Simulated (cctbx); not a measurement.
# A disordered crystal of nominal ErGe2

Cell a = 3.2830 Å, b = 3.2830 Å, c = 11.5860 Å, α = 90.00°, β = 90.00°, γ = 90.00°; space group I4/mmm (no. 139); nominal formula ErGe2.

The data are simulated with cctbx, not measured: synchrotron X-rays, λ = 0.6889 Å, to d = 0.75 Å, 80 % of the full sphere, strongest reflection 70000 counts, noise from counting, a 2 % proportional error and a noise floor of 15 counts (s.d.); no absorption.

With every site full:

```text
Rint 0.016, 68 unique reflections to 0.75 A
cycle     R1     wR2    GooF  max shift (A)
   1  0.1897  0.4202  45.973   0.00063
   2  0.0578  0.1164  12.737   0.00000
final R1 0.0578 wR2 0.1164 GooF 12.737  parameters 5  data/parameter 13.6
atom        x        y        z      Ueq    occ   su(xyz)  su(Uiso or U11)
Er1    0.00000  0.00000  0.00000   0.0042  1.000  0.00000  0.0009
Ge1    0.50000  0.50000  0.17015   0.0187  1.000  0.00031  0.0018
difference map: max 1.37 min -6.88 rms 1.13
Q1    0.1696  0.1696  0.2659   16    1.38  1.08 A from Ge1
Q2    0.0000  0.3647  0.2141   16    1.21  1.78 A from Ge1
Q3    0.0000  0.2963  0.3300   16    1.21  0.97 A from Ge1
Q4    0.2247  0.2247  0.3606   16    1.15  1.10 A from Ge1
Q5    0.1213  0.1213  0.4073   16    0.97  1.06 A from Ge1
Q6    0.0000  0.2791  0.0000    8    0.94  0.92 A from Er1
```

With the occupancies of the suspect sites free, each still typed as its main element:

```text
Rint 0.016, 68 unique reflections to 0.75 A
cycle     R1     wR2    GooF  max shift (A)
   1  0.1569  0.3415  37.662   0.00013
  11  0.0041  0.0081   0.896   0.00001
final R1 0.0041 wR2 0.0081 GooF 0.891  parameters 6  data/parameter 11.3
atom        x        y        z      Ueq    occ   su(xyz)  su(Uiso or U11)
Er1    0.00000  0.00000  0.00000   0.0030  1.000  0.00000  0.0001
Ge1    0.50000  0.50000  0.17021   0.0047  0.752  0.00002  0.0002
su of occupancy Ge1: 0.002
difference map: max 0.20 min -0.24 rms 0.07
Q1    0.2113  0.2113  0.1449   16    0.20  1.37 A from Ge1
Q2    0.0000  0.0000  0.1256    4    0.20  1.46 A from Er1
Q3    0.2500  0.2500  0.2500    8    0.18  1.48 A from Ge1
Q4    0.0000  0.2864  0.0697   16    0.18  1.24 A from Er1
Q5    0.0000  0.5000  0.0898    8    0.16  1.89 A from Ge1
Q6    0.0000  0.2910  0.2586   16    0.16  1.26 A from Ge1
```

**Question.** What is the disorder?

X-rays count electrons. Ge1 refines to 0.752(0.002), or 24.1 electrons; the site truly holds 0.75 Ge, 24.0 electrons, which is 0.750 of Ge. A value under 1 can't tell vacancies from a lighter guest, and one over 1 needs a heavier guest; chemistry or a second radiation must settle which. Occupancy correlates with U and the scale, so the match is approximate.

Freeing them takes R1 from 0.0578 to 0.0041 and GooF from 12.74 to 0.89.

The model is made up (kin elements in a known structure type, no relaxation), so it says nothing on whether the phase exists.

[Middle refinement cycles are left out of these outputs.]

[Logs are printed without paths, hosts, clocks, repeated set-up lines and the standing remarks that a program may print on its own settings, such as how far it seeks lower states.]
